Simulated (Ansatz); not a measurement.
# A hypothetical structure for ScBe2, part 2 of 2

This structure for ScBe2 is made up. Its elements were placed in a known structure type with a cell scaled to their sizes. What cell does the guess relax to, and how far off was it?

Ansatz 0.2.0; DFT, r2SCAN, plane-wave PAW, files of the set soft_1, scalar-relativistic, no spin, cell and ions relaxed at zero pressure; PAW set soft_1 (the session's first sound run).

So far: Starting point; Relaxing cell and atoms. The relaxed cell has a = 6.762 Å (conventional setting).

### 3. Bands of the relaxed cell

With the geometry fixed, one more self-consistent run, with a narrower smearing and the mesh shown in its input, gives the bands, and its pressure, and its forces where symmetry allows any, show how far the geometry depends on these settings.

This step: DFT, r2SCAN, plane-wave PAW, files of the set soft_1, scalar-relativistic, no spin, bands and density of states at the relaxed cell; PAW set soft_1 (Ansatz 0.2.0).

Contents of input.yaml:

```yaml
crystal:
  lattice:
    - [0.0, 3.3811883252, 3.3811883252]
    - [3.3811883252, 0.0, 3.3811883252]
    - [3.3811883252, 3.3811883252, 0.0]
  atoms:
    - { symbol: Sc, position: [0.0, 0.0, 0.0] }
    - { symbol: Sc, position: [0.25, 0.25, 0.25] }
    - { symbol: Be, position: [0.625, 0.625, 0.125] }
    - { symbol: Be, position: [0.625, 0.125, 0.625] }
    - { symbol: Be, position: [0.125, 0.625, 0.625] }
    - { symbol: Be, position: [0.625, 0.625, 0.625] }
kpoints:
  mp_grid: { grid: [8, 8, 8] }
  band_path:
    path:
      - [[0.0, 0.0, 0.0], [0.5, 0.0, 0.5], [0.5, 0.25, 0.75], [0.375, 0.375, 0.75], [0.0, 0.0, 0.0], [0.5, 0.5, 0.5], [0.625, 0.25, 0.625], [0.5, 0.25, 0.75], [0.5, 0.5, 0.5], [0.375, 0.375, 0.75]]
      - [[0.625, 0.25, 0.625], [0.5, 0.0, 0.5]]
    npoints: 8
scf:
  occupations: { method: fermi_dirac, width: 0.03 }
  n_extra_bands: 10
hamiltonian:
  xc: r2scan
  pseudopotentials: { kind: paw, azcp: { folder: soft_1 } }
output:
  forces: true
  stress: true
  write_bands: true
  dos: { projected: true }
  write_density: true
  write_potential: true
  elf: true
  volumetric_format: npy
```

Launch:

```sh
$ ansatz run input.yaml --threads 4 --pin off --max-ram 10240MiB --backend cpu --events-out ev --progress --plain --runs-dir out
```

Numbers of over 12 decimals in the logs are rounded to 6 here.

What it wrote:

```text
[...]
Crystal: 6 atoms, lattice volume = 77.310 Å³
Basis set: ecut = 500 eV, 1989 PW (Γ), exchange–correlation on 144×144×144 points (64 copies of the dense FFT grid, shifted against one another)
Bands: 25, of which v1, the nominal top of the filled ones, is band 15 counted from 1 (14 counted from 0)
Symmetry: 48 space group operations
[...]
k-points: 29 of 512
[...]
SCF iter   1: F=—  HF=-4655.493734 eV  |F-HF|=—  |Δ(HF+E_count)|=         —  Δρ=4.06e-2  dr2=2.69e0  dr2_τ=1.15e-1  ethr=3.10e-3  ⟨swp⟩=5.9  Hψ=3146  notcnv=0  defer=1
[...]
SCF iter   8: F=-4655.146551 eV  HF=-4655.146551 eV  |F-HF|=1.91e-10  |Δ(HF+E_count)|=   1.20e-7  Δρ=1.59e-6  dr2=1.85e-9  dr2_τ=5.96e-11  ethr=3.33e-10  ⟨swp⟩=12.2  Hψ=4438  notcnv=0
SCF 1 converged in 8 iterations: F = -4655.146551 eV  dr2 = 1.85e-9
[...]
NSCF: frozen V_eff on 82 k-points
SCF converged after 8 iterations
Free energy (F): -4655.146551 eV
[...]
Internal energy: -4655.142389 eV  (E = F + TS)
E sigma→0 (E₀):  -4655.144470 eV
Entropy (-TS):   -0.004162 eV (-0.694 meV/atom)
Fermi energy:    8.917471 eV
[...]
--- Stress (GPa, compression-positive) ---
        0.039594       0.000000       0.000000
        0.000000       0.039594       0.000000
       -0.000000      -0.000000       0.039594
  P = ⅓ Tr σ = 0.0396 GPa (0.396 kbar)
--- Band table (eV; the first three rows and the last of 29) ---
  k-point 0: bands = [... 11 lower, 7.1237, 7.1237, 7.2679, 7.2679, 8.5337, 8.5337, 8.5337, 12.7666, ... 6 higher]
  k-point 1: bands = [... 11 lower, 7.0564, 7.0564, 7.2912, 7.2912, 8.7181, 8.7181, 9.0886, 12.7168, ... 6 higher]
  k-point 2: bands = [... 11 lower, 6.8232, 6.8232, 7.5422, 7.5422, 9.0517, 9.0517, 9.8073, 12.5271, ... 6 higher]
  k-point 28: bands = [... 11 lower, 5.1028, 8.2636, 8.2636, 8.8490, 8.8490, 10.0897, 10.0897, 11.0432, ... 6 higher]
```

Wall time 3 s (4 threads of Intel Xeon Platinum 8488C (Sapphire Rapids), shared host); peak memory 0.68 GiB.

This step gave:

```yaml
free_energy: -4655.1466 eV
energy_at_zero_smearing: -4655.1445 eV
smearing_term_ts: 0.004162 eV
fermi_energy: 8.917 eV
pressure: 0.03959 GPa
```

bands.tsv at the labelled points (eV, zero at the Fermi level; the bands that come nearest the Fermi level along the path):

| point | band 12 | band 13 | band 14 | band 15 | band 16 | band 17 | band 18 | band 19 |
| --- | --- | --- | --- | --- | --- | --- | --- | --- |
| Γ | -1.79 | -1.79 | -1.65 | -1.65 | -0.38 | -0.38 | -0.38 | 3.85 |
| X | -2.75 | -2.30 | -2.30 | 0.87 | 0.87 | 1.13 | 1.13 | 2.35 |
| W | -3.81 | -0.65 | -0.65 | -0.07 | -0.07 | 1.17 | 1.17 | 2.13 |
| K | -2.35 | -2.28 | -0.50 | 0.06 | 0.62 | 0.76 | 1.25 | 1.91 |
| Γ | -1.79 | -1.79 | -1.65 | -1.65 | -0.38 | -0.38 | -0.38 | 3.85 |
| L | -2.34 | -2.19 | -0.90 | -0.90 | 0.46 | 0.46 | 0.64 | 2.93 |
| U | -2.35 | -2.28 | -0.50 | 0.06 | 0.62 | 0.76 | 1.25 | 1.91 |
| W | -3.81 | -0.65 | -0.65 | -0.07 | -0.07 | 1.17 | 1.17 | 2.13 |
| L | -2.34 | -2.19 | -0.90 | -0.90 | 0.46 | 0.46 | 0.64 | 2.93 |
| K | -2.35 | -2.28 | -0.50 | 0.06 | 0.62 | 0.76 | 1.25 | 1.91 |
| U | -2.35 | -2.28 | -0.50 | 0.06 | 0.62 | 0.76 | 1.25 | 1.91 |
| X | -2.75 | -2.30 | -2.30 | 0.87 | 0.87 | 1.13 | 1.13 | 2.35 |

Counts of states for the cell as run, both spins, by energy window (eV from the Fermi level):

```csv
from,to,total
-8,-7,0.60
-7,-6,1.20
-6,-5,1.26
-5,-4,0.89
-4,-3,1.69
-3,-2,2.36
-2,-1,3.29
-1,0,2.57
0,1,4.41
1,2,2.20
2,3,2.70
3,4,4.04
4,5,3.14
```

A further 16.1 states lie below the table's range.

ELF in the ac plane of a cell with a along [110], b along [-110] and c along [001] of the cube at fractional y = 0.000, with atoms of Sc and Be within 0.2 Å of it. It is the smooth field of the valence electrons, not physical close to the nuclei.

Ten even steps from '_' (0.00) to '@' (0.72), each cell a mean:
```
####%%%%##**++++**##%%%%######%%%%%%##**++**##%%%%%%##
%%%%%%##==::::--::==##%%%%%%%%%%%%++::::--::--++%%%%%%
@@@@%%==..==####==::==%%@@@@@@%%**::::**%%**::::**%%@@
@@@@##::--####**##----##@@@@@@%%++::**%%**##++::++%%@@
%%%%++::==%%----%%==::**%%%%%%##--::##**..**##::--##%%
====::..--%%**##%%--..--======--....**%%**%%**..::--==
==::____..==%%%%==..____::==--..____::**%%**::____..--
%%**::____..--::....__::##%%%%==..__..::--::..____==%%
++%%++..--++++++++--..++%%++**##::..==++++++==..::%%##
::##**::++%%@@@@%%++::**##::==%%----##@@@@@@##::--%%==
##%%--::**@@@@@@@@**::==####%%**::==%%@@@@@@%%==::**##
##==..==##@@@@@@@@##==::==##**::::**%%@@@@@@%%**::::**
::::==##%%%%%%%%%%%%##==--::::--**%%%%%%##%%%%##++--::
**##%%%%%%########%%%%####**####%%%%%%######%%%%%%####
@@@@**==++**####**++==**%%@@@@%%++==++**####++==++##@@
@@##::__..==####==..__::##@@%%==____::**##**::__..==%%
%%++______==%%%%==______++%%##::____..##%%**..____::##
##++::__::**@@@@**::__::++##**--....==%%@@%%==....==##
####**++##%%@@@@%%**++**######**++**%%@@@@@@##******##
```
Columns run along a (9.6 Å), rows up along c (6.8 Å), edges of the conventional cell, whose origin can differ from the input's. Atoms in or near the plane, at fractional coordinates: Sc at (0.00, 0.50), Sc at (0.50, 0.50), Sc at (0.25, 0.75), Sc at (0.75, 0.75), Be at (0.38, 0.12), Be at (0.88, 0.12), Be at (0.12, 0.12), Be at (0.62, 0.12).

Electrostatic potential energy in the ac plane of a cell with a along [110], b along [-110] and c along [001] of the cube at fractional y = 0.000, with atoms of Sc and Be within 0.2 Å of it. With pseudopotentials it is smooth inside the atoms' cores, unlike the true potential.

Values in eV, 10 rows by 16 columns, each cell a mean:
```
 10  10   9   7   6   8  10  10  10  10   9   7   6   8  10  10
 10  10   3 -21 -26  -2   9  10  10  10   3 -21 -26  -2   9  10
 10   9  -4 -39 -44 -13   7  10  10   9  -4 -39 -44 -13   7  10
 -5   3   3 -11 -15   0   4  -3  -5   3   3 -11 -15   0   4  -3
-41 -11   7   9   9   8  -3 -36 -41 -11   7   9   9   8  -3 -36
-35  -7   9  10  10  10   0 -29 -35  -7   9  10  10  10   0 -29
  2   7  10  10  10  10   9   3   2   7  10  10  10  10   9   3
  9   2   0   8   9   2   0   8   9   2   0   8   9   2   0   8
  6 -20 -28   2   6 -21 -28   1   6 -20 -28   2   6 -21 -28   1
  9  -4  -8   7   9  -4  -7   7   9  -4  -8   7   9  -4  -7   7
```
Columns run along a (9.6 Å; values clipped at the 3rd and 97th percentile), rows up along c (6.8 Å), edges of the conventional cell, whose origin can differ from the input's. Atoms in or near the plane, at fractional coordinates: Sc at (0.00, 0.50), Sc at (0.50, 0.50), Sc at (0.25, 0.75), Sc at (0.75, 0.75), Be at (0.38, 0.12), Be at (0.88, 0.12), Be at (0.12, 0.12), Be at (0.62, 0.12).

Valence density in the ac plane of a cell with a along [110], b along [-110] and c along [001] of the cube at fractional y = 0.000, with atoms of Sc and Be within 0.2 Å of it. It is the smooth field of the valence electrons, not physical close to the nuclei.

Values in e/Å³, 10 rows by 16 columns, each cell a mean:
```
0.2 0.2 0.2 0.2 0.2 0.2 0.2 0.2 0.2 0.2 0.2 0.2 0.2 0.2 0.2 0.2
0.2 0.2 0.3 2.2 2.9 0.5 0.2 0.2 0.2 0.2 0.3 2.2 2.9 0.5 0.2 0.2
0.2 0.2 0.5 5.4 6.9 1.2 0.2 0.2 0.2 0.2 0.5 5.4 6.9 1.2 0.2 0.2
0.7 0.2 0.2 1.2 1.6 0.3 0.1 0.5 0.7 0.2 0.2 1.2 1.6 0.3 0.1 0.5
6.0 1.1 0.1 0.2 0.2 0.1 0.5 4.6 6.0 1.1 0.1 0.2 0.2 0.1 0.5 4.6
4.5 0.8 0.2 0.2 0.2 0.2 0.4 3.4 4.5 0.8 0.2 0.2 0.2 0.2 0.4 3.4
0.3 0.2 0.2 0.2 0.2 0.2 0.2 0.3 0.3 0.2 0.2 0.2 0.2 0.2 0.2 0.3
0.2 0.2 0.2 0.2 0.2 0.2 0.2 0.2 0.2 0.2 0.2 0.2 0.2 0.2 0.2 0.2
0.2 0.2 0.1 0.2 0.2 0.2 0.1 0.2 0.2 0.2 0.1 0.2 0.2 0.2 0.1 0.2
0.2 0.2 0.2 0.2 0.2 0.2 0.2 0.2 0.2 0.2 0.2 0.2 0.2 0.2 0.2 0.2
```
Columns run along a (9.6 Å), rows up along c (6.8 Å), edges of the conventional cell, whose origin can differ from the input's. Atoms in or near the plane, at fractional coordinates: Sc at (0.00, 0.50), Sc at (0.50, 0.50), Sc at (0.25, 0.75), Sc at (0.75, 0.75), Be at (0.38, 0.12), Be at (0.88, 0.12), Be at (0.12, 0.12), Be at (0.62, 0.12).

### 4. What came out

* space group, relaxed: Fd-3m
* conventional cell: a = 6.762, b = 6.762, c = 6.762 Å; α = 90.0°, β = 90.0°, γ = 90.0°
* volume per atom: 12.89 Å³ (guess 11.81)

ScBe2 relaxes to Fd-3m with a = 6.762, b = 6.762 and c = 6.762 Å. The guessed volume was 8 % too small. The space group Fd-3m was held in the relaxation, so the end point is a stationary structure within it and may be a saddle against distortions or other arrangements. Bands cross the Fermi level, so it is a metal or semimetal at this level. On the 8×8×8 mesh with the narrower smearing (relaxed on 7×7×7) the forces vanish, as symmetry may demand, and the largest stress component is 0.040 GPa, within the relaxation's thresholds of 0.015 eV/Å and 0.05 GPa. The cutoff wasn't tested. No dispersion term is used, so weakly bound directions may come out too long. Nothing here tests whether the compound is stable against decomposition.

[Logs are printed without paths, hosts, clocks, repeated set-up lines and the standing remarks that a program may print on its own settings, such as how far it seeks lower states.]

[Hosts, paths, dates, database ids (printed as entryN), source tags and the programs' standing remarks are cut or masked in the printed files.]
